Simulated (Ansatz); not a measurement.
## Debugging a many-body input for PbS (Galena)

What is wrong with this input for PbS (Galena)?

Main program and level: Ansatz 0.2.0; G0W0 on PBE, plane waves, PAW; PAW set soft_1.

The database entry behind the starting cell differs from later determinations by our own check (about 0.1 % short), so it need not match the best structure at ambient conditions.

### 1. The starting structure

The structure is cubic, space group Fm-3m (No. 225). Conventional cell: a = 5.931 Å, b = 5.931 Å, c = 5.931 Å, α = 90.00°, β = 90.00°, γ = 90.00°. Nearest to Pb lie 6 S at 2.97 Å. S has 6 Pb at 2.97 Å nearest. Farther neighbours and most contacts between anions are not listed.

The cell and positions come from the Crystallography Open Database and are kept as given unless a step says otherwise. Spin-orbit coupling is left out unless a step names it.

### 2. First try

The input, input.yaml:

```yaml
crystal:
  lattice:
    - [0.0, 2.96575, 2.96575]
    - [2.96575, 0.0, 2.96575]
    - [2.96575, 2.96575, 0.0]
  atoms:
    - { symbol: Pb, position: [0.0, 0.0, 0.0] }
    - { symbol: S, position: [0.5, 0.5, 0.5] }
kpoints:
  mp_grid: { grid: [1, 1, 1] }
hamiltonian:
  xc: pbe
  pseudopotentials: { kind: paw, azcp: { folder: soft_1 } }
scf:
  occupations: { method: fixed }
gw:
  n_empty_bands: 84
  ecut_chi: 80
  qp_bands: [v2, c2]
  qp_kpoints: band_edges
  screening: { model: contour_deformation }
```

The run is started by

```sh
ansatz run input.yaml --threads 24 --pin off --max-ram 82944MiB --backend cuda --events-out ev --progress --plain --runs-dir out --devices 1 --max-vram 78GiB
```

Numbers of over 12 decimals in the logs are rounded to 6 here.

The log of the run:

```text
GPUs: using 1 of 1 available (devices: 1).
Engine: ansatz 0.2.0, aarch64-unknown-linux-gnu
Pseudopotentials: kind: paw
Pseudopotential: Pb, paw, valence charge 14, recommended cutoff 420 eV (normal), soft_1/Pb.paw.azcp
Pseudopotential: S, paw, valence charge 6, recommended cutoff 420 eV (normal), soft_1/S.paw.azcp
Functional definition: PBE
  parameter kappa = 0.804
  parameter beta = 0.066725
  exchange = pbe_x(kappa = kappa, mu = beta*pi^2/3)
  correlation = pbe_c(beta = beta)
device memory: the entry about to start is reckoned to put 0.4 GiB on a device that reports 182.5 GiB free (of which the cap on the GPU budget leaves the run 78.0 GiB)
GPU FFT provider: cuFFT
GPU libraries: cuBLAS 13.8.1, cuFFT 12.4.0, cuSOLVER 12.3.2
GPU matrix products: emulated (plane waves: as basis.precision tells), large ones in fixed point in workspaces of 1.00 GiB
Crystal: 2 atoms, lattice volume = 52.172 Å³
Basis set: ecut = 420 eV, 965 PW (Γ)
Bands: 14, of which v1, the nominal top of the filled ones, is band 10 counted from 1 (9 counted from 0)
Symmetry: 48 space group operations
Space group: Fm-3m (ITA 225), of the structure as read, at distance tolerance 3.7e-5 Å
k-points: 1
Non-local potential: Pb, projectors of the file, l = 0: 2, l = 1: 2, l = 2: 2, l = 3: 1
Non-local potential: S, projectors of the file, l = 0: 2, l = 1: 2, l = 2: 1
PAW form: soft (Blöchl's): semilocal exchange-correlation on the pseudo side does not see the compensation charge
PAW one-centre angular grid: Pb, 590 points (default); XC on 64 Gauss nodes
PAW one-centre angular grid: S, 110 points (default); XC on 64 Gauss nodes
Initial density: superposition of atomic densities (chi_scale 0.1, normalization cell, long waves kept (reshape's long-wave potential 0.00 eV rms))
Initial wavefunctions: pseudopotential atomic-orbital guess
GPU buffer pool allocated for 27000 grid points (all kernels)
GPU transforms: local potential and band sums: pruned to the plane-wave sphere, on 25×25×25
Functional: x = pbe(κ = 0.804, μ = 0.219515), c = pbe(β = 0.066725)
SCF iter   1: F=—  HF=-12809.448128 eV  |F-HF|=—  |Δ(HF+E_count)|=         —  Δρ=7.11e-2  dr2=5.98e0  ethr=3.10e-3  ⟨swp⟩=4.0  Hψ=70  notcnv=0  defer=1
preconditioner: auto → none  [insulator: Δε(μ)=8.158 eV  Ē_g=16.702 eV  n_scr=14 (ndim 8)  ℏωp=23.0 eV  f_vac=0.000  ε∞_Penn≈2.9]
SCF iter   2: F=—  HF=-12807.796830 eV  |F-HF|=—  |Δ(HF+E_count)|=    1.65e0  Δρ=3.62e-2  dr2=9.89e-1  ethr=3.10e-3  ⟨swp⟩=4.0  Hψ=45  notcnv=0  defer=2
SCF iter   3: F=—  HF=-12807.623310 eV  |F-HF|=—  |Δ(HF+E_count)|=   1.74e-1  Δρ=1.27e-2  dr2=9.81e-2  ethr=3.10e-3  ⟨swp⟩=2.0  Hψ=29  notcnv=0  defer=2
SCF iter   4: F=—  HF=-12807.669681 eV  |F-HF|=—  |Δ(HF+E_count)|=   4.64e-2  Δρ=3.85e-3  dr2=1.45e-2  ethr=4.90e-4  ⟨swp⟩=2.0  Hψ=22  notcnv=0  defer=1
SCF iter   5: F=—  HF=-12807.667390 eV  |F-HF|=—  |Δ(HF+E_count)|=   2.29e-3  Δρ=9.25e-4  dr2=9.64e-4  ethr=7.23e-5  ⟨swp⟩=2.0  Hψ=21  notcnv=0  defer=1
SCF iter   6: F=—  HF=-12807.667311 eV  |F-HF|=—  |Δ(HF+E_count)|=   7.89e-5  Δρ=5.04e-4  dr2=3.34e-4  ethr=4.82e-6  ⟨swp⟩=3.0  Hψ=29  notcnv=0  defer=1
SCF iter   7: F=—  HF=-12807.667223 eV  |F-HF|=—  |Δ(HF+E_count)|=   8.81e-5  Δρ=1.97e-4  dr2=5.08e-5  ethr=1.67e-6  ⟨swp⟩=2.0  Hψ=15  notcnv=0  defer=1
SCF iter   8: F=—  HF=-12807.667207 eV  |F-HF|=—  |Δ(HF+E_count)|=   1.57e-5  Δρ=4.38e-5  dr2=2.36e-6  ethr=2.54e-7  ⟨swp⟩=3.0  Hψ=24  notcnv=0
SCF iter   9: F=-12807.667207 eV  HF=-12807.667207 eV  |F-HF|=1.75e-8  |Δ(HF+E_count)|=   7.26e-7  Δρ=3.97e-6  dr2=1.97e-8  ethr=5.00e-10  ⟨swp⟩=4.0  Hψ=73  notcnv=0
SCF 1 converged in 9 iterations: F = -12807.667207 eV  dr2 = 1.97e-8
[...]
device memory: the entry about to start is reckoned to put 0.4 GiB on a device that reports 182.5 GiB free (of which the cap on the GPU budget leaves the run 78.0 GiB)
NSCF: frozen V_eff on 1 k-points
[...]
device memory: the entry about to start is reckoned to put 0.5 GiB on a device that reports 182.4 GiB free (of which the cap on the GPU budget leaves the run 78.0 GiB)
NSCF: frozen V_eff on 1 k-points
G₀W₀ screening: q 1/1
G₀W₀ self-energy: k 1/1
device memory: the entry about to start is reckoned to put 0.3 GiB on a device that reports 181.7 GiB free (of which the cap on the GPU budget leaves the run 78.0 GiB)
NSCF: frozen V_eff on 1 k-points
device memory: the entry about to start is reckoned to put 0.3 GiB on a device that reports 181.6 GiB free (of which the cap on the GPU budget leaves the run 78.0 GiB)
NSCF: frozen V_eff on 1 k-points
device memory: the entry about to start is reckoned to put 0.3 GiB on a device that reports 181.6 GiB free (of which the cap on the GPU budget leaves the run 78.0 GiB)
NSCF: frozen V_eff on 1 k-points
device memory: the entry about to start is reckoned to put 0.3 GiB on a device that reports 180.6 GiB free (of which the cap on the GPU budget leaves the run 78.0 GiB)
NSCF: frozen V_eff on 1 k-points
device memory: the entry about to start is reckoned to put 0.3 GiB on a device that reports 180.6 GiB free (of which the cap on the GPU budget leaves the run 78.0 GiB)
NSCF: frozen V_eff on 1 k-points
device memory: the entry about to start is reckoned to put 0.3 GiB on a device that reports 180.5 GiB free (of which the cap on the GPU budget leaves the run 78.0 GiB)
NSCF: frozen V_eff on 1 k-points
device memory: the entry about to start is reckoned to put 0.3 GiB on a device that reports 180.5 GiB free (of which the cap on the GPU budget leaves the run 78.0 GiB)
NSCF: frozen V_eff on 1 k-points
device memory: the entry about to start is reckoned to put 0.3 GiB on a device that reports 180.5 GiB free (of which the cap on the GPU budget leaves the run 78.0 GiB)
NSCF: frozen V_eff on 1 k-points
SCF converged after 9 iterations
Free energy (F): -12807.667207 eV
Harris-Foulkes:  -12807.667207 eV  (|F-HF|=1.75e-8)
Internal energy: -12807.667207 eV  (E = F + TS)
E sigma→0 (E₀):  -12807.667207 eV
Fermi energy:    7.486140 eV
--- Per-component energies (eV) ---
  E_band       = -44.113890
  E_kinetic    = 407.980633
  E_local      = -1198.526548  (includes V_loc(G=0)·N_el)
  E_nonlocal   = 341.208616
  E_hartree    = 453.592976
  E_xc         = -298.169778
  E_vxc        = -224.859434  (∫ρ·V_xc dr)
  E_paw        = -11000.396698  (= ΣΔE_a)
  E_vpaw       = -277.105979  (= ΣTr[D̂ρ^β])
  E_aug_tail   = -0.000006  (compensation charges beyond the density's cutoff)
  E_ewald      = -1513.356403
  E_smearing   = -0.000000  (= −TS)
  E_closure    = 0.000000  (closes the sum)
  Σ components = -12807.667207   (vs F -12807.667207, Δ=0.00e0)
--- Band table (eV) ---
  k-point 0: bands = [... 6 lower, 3.0831, 7.4861, 7.4861, 7.4861, 13.8516, 13.8516, 13.8516, 15.8489]
--- G₀W₀: contour deformation, 5 samples at zero and on the imaginary axis and 0 off it, 1 q-point, 84 empty bands' worth ---
  eigenvalues of the whole cell's RPA ε∞ on this k-mesh (on a slab, of 1 + 4πα/V) = 3.2901, 3.2901, 3.2901; static W/v taken at q = 0 is 0.303939
  bands read: the sum over 94 bands ends inside a degenerate multiplet in 1 slot, whose members it reads at an even weight; the widest, k=0: bands 94 to 96 (counted from 1) at 1/3 each
  gw.qp_kpoints: band_edges: 1 of 1 stored k-point solved, in 1 pass; an edge of the gap read off the rows below is read off those points alone
    ik  band        ε_KS         Σx   Σc(E_QP)       V_xc       Z   E_QP_lin       E_QP  E_QP is
     0     9      7.4861   -19.3504     3.7382   -14.2704  0.7737     6.1230     6.1444  root
     0    10      7.4861   -19.3504     3.7382   -14.2704  0.7737     6.1230     6.1444  root
     0    11     13.8516    -7.7410    -5.0048   -13.7950  0.7935    14.9127    14.9007  root
     0    12     13.8516    -7.7410    -5.0048   -13.7950  0.7935    14.9127    14.9007  root
```

Run time: 2.2 s. Hardware: 1 × NVIDIA GB200 (shared by 2 runs) with 24 threads of Arm Neoverse V2, shared host; peak memory 1.2 GiB.

**What went wrong?**

The run ended normally, though the input holds a fault or crude settings.

The fault: G0W0 on a mesh far too coarse. So few points can't sample the density or the screening, and the band edges may lie elsewhere in the zone.

It printed a gap of 8.76 eV, which is an artefact of the settings.

### 3. A better input

Now the one-shot GW correction: screening in the RPA, then the self-energy of the levels asked for. This step takes PAW set soft_1 files.

input.yaml, as its differences from that of step 2:

```diff
@@ -9,3 +9,3 @@
 kpoints:
-  mp_grid: { grid: [1, 1, 1] }
+  mp_grid: { grid: [4, 4, 4] }
 hamiltonian:
@@ -16,4 +16,4 @@
 gw:
-  n_empty_bands: 84
-  ecut_chi: 80
+  n_empty_bands: 155
+  ecut_chi: 120
   qp_bands: [v2, c2]
```

The log of the run:

```text
GPUs: using 1 of 1 available (devices: 1).
[...]
GPU FFT provider: cuFFT
GPU libraries: cuBLAS 13.8.1, cuFFT 12.4.0, cuSOLVER 12.3.2
[...]
Crystal: 2 atoms, lattice volume = 52.172 Å³
Basis set: ecut = 420 eV, 965 PW (Γ)
Bands: 14, of which v1, the nominal top of the filled ones, is band 10 counted from 1 (9 counted from 0)
[... 1 set-up line as in the run before ...]
[...]
k-points: 8 of 64
[...]
GPU buffer pool allocated for 27000 grid points (all kernels)
[...]
SCF iter   1: F=—  HF=-12812.251692 eV  |F-HF|=—  |Δ(HF+E_count)|=         —  Δρ=3.12e-2  dr2=1.12e0  ethr=3.10e-3  ⟨swp⟩=4.8  Hψ=569  notcnv=0  defer=11
[...]
SCF iter   7: F=-12811.962961 eV  HF=-12811.962961 eV  |F-HF|=1.99e-8  |Δ(HF+E_count)|=   6.36e-7  Δρ=7.37e-6  dr2=4.91e-8  ethr=5.00e-10  ⟨swp⟩=4.9  Hψ=615  notcnv=0
SCF 1 converged in 7 iterations: F = -12811.962961 eV  dr2 = 4.91e-8
[...]
2     9      6.7827   -17.9493     2.4892   -15.1212  0.6811     6.4264     6.4437  root
     2    10      8.5652   -17.7226     1.0048   -16.4890  0.7142     8.3307     8.3364  root
     2    11      8.9303    -7.8194    -3.5182   -11.2162  0.7419     8.8100     8.8088  root
     2    12     10.5290    -8.2262    -3.7777   -12.0130  0.7344    10.5382    10.5382  root
     5     9      6.6617   -17.6464     2.4649   -14.8404  0.6811     6.3019     6.3206  root
     5    10      7.7615   -16.7846     1.2654   -15.2425  0.7083     7.4751     7.4848  root
     5    11     10.0004    -9.1412    -3.5767   -12.6736  0.7310     9.9562     9.9561  root
     5    12     11.0030    -8.8117    -3.8572   -12.7183  0.7266    11.0526    11.0524  root
     7     9      4.1387   -16.1797     3.4462   -12.3833  0.6333     3.7681     3.7885  root
     7    10      7.5375   -17.8920     1.8290   -15.7713  0.6976     7.2345     7.2459  root
     7    11     10.7584    -8.5506    -3.9187   -12.4890  0.7278    10.7780    10.7779  root
     7    12     13.2268    -8.2359    -4.7281   -12.9973  0.6911    13.2602    13.2601  root
[key lines of the parts left out:]
SCF converged after 7 iterations
Free energy (F): -12811.962961 eV
Fermi energy:    8.565214 eV
```

Wall time 2.8 s (1 × NVIDIA GB200 (shared by 2 runs) with 24 threads); peak memory 1.2 GiB; 4.8 s of CPU time.

Numbers from this step:

| Property | Result |
| --- | --- |
| bands summed | 165 |
| RPA ε∞ on this mesh (eigenvalues) | 69.91, 69.91, 69.91 |
| plane waves in the screening matrix | 169 |
| q-points in the mesh | 64 |
| G0W0 gap on the mesh | 0.4724 eV |
| k of the valence top | 0, 0, -0.5 |
| k of the conduction bottom | 0, 0, -0.5 |
| starting gap on the mesh | 0.3651 eV |
| Z at the valence top | 0.7142 |
| Z at the conduction bottom | 0.7419 |
| least direct G0W0 gap on the computed points | 0.4724 eV |

The gap on the mesh goes from 0.37 eV to 0.47 eV, a correction of +0.11 eV. Between the two edge states, bare exchange in place of the xc potential would open the gap by 4.63 eV, and correlation takes back 4.52 eV.

### 4. Outcome

* first try: converged after 2.2 s
* better run: G0W0 gap on the mesh 0.47 eV (4×4×4 mesh, 155 empty bands, screening to 120 eV, PAW set soft_1 files)

What this shows: The second run differs in: mesh, empty bands and screening cutoff (eV). Bands and cutoff are finite, so the gap is not at the basis limit. The miss can reach some tenths of an eV and take either sign; the mesh is an error of its own. The 4×4×4 mesh is coarse for this cell (its supercell is 17 Å along the shortest edge). The RPA ε∞ on it, from the PBE start, is 69.91; such meshes misread the long-range screening, most where the gap is narrow. Where an edge is built on 6p states of lead, bismuth or thallium, scalar-relativistic gaps usually stand too wide, by a few tenths to over one eV. With atoms this heavy and so narrow a gap, spin-orbit coupling can invert the bands. These scalar-relativistic gaps are then model values, not to be set against experiment, and a spin-orbit change taken from DFT can't simply be added. The RPA ε∞ on this mesh reaches over 25; with a narrow direct gap a coarse mesh can overstate it, and the correction is then too small.

[Paths, hosts, dates, memory and timing lines, banners, echoed tables and standing remarks are left out of the program output.]

[Logs are printed without paths, hosts, clocks, repeated set-up lines and the standing remarks that a program may print on its own settings, such as how far it seeks lower states.]

[Runs of the session that timed out or met a known fault of the program may be left out.]

[Cells called generated may have been cut or substituted from an entry of the Crystallography Open Database or the Materials Project.]

[Hosts, paths, dates, database ids (printed as entryN), source tags and the programs' standing remarks are cut or masked in the printed files.]
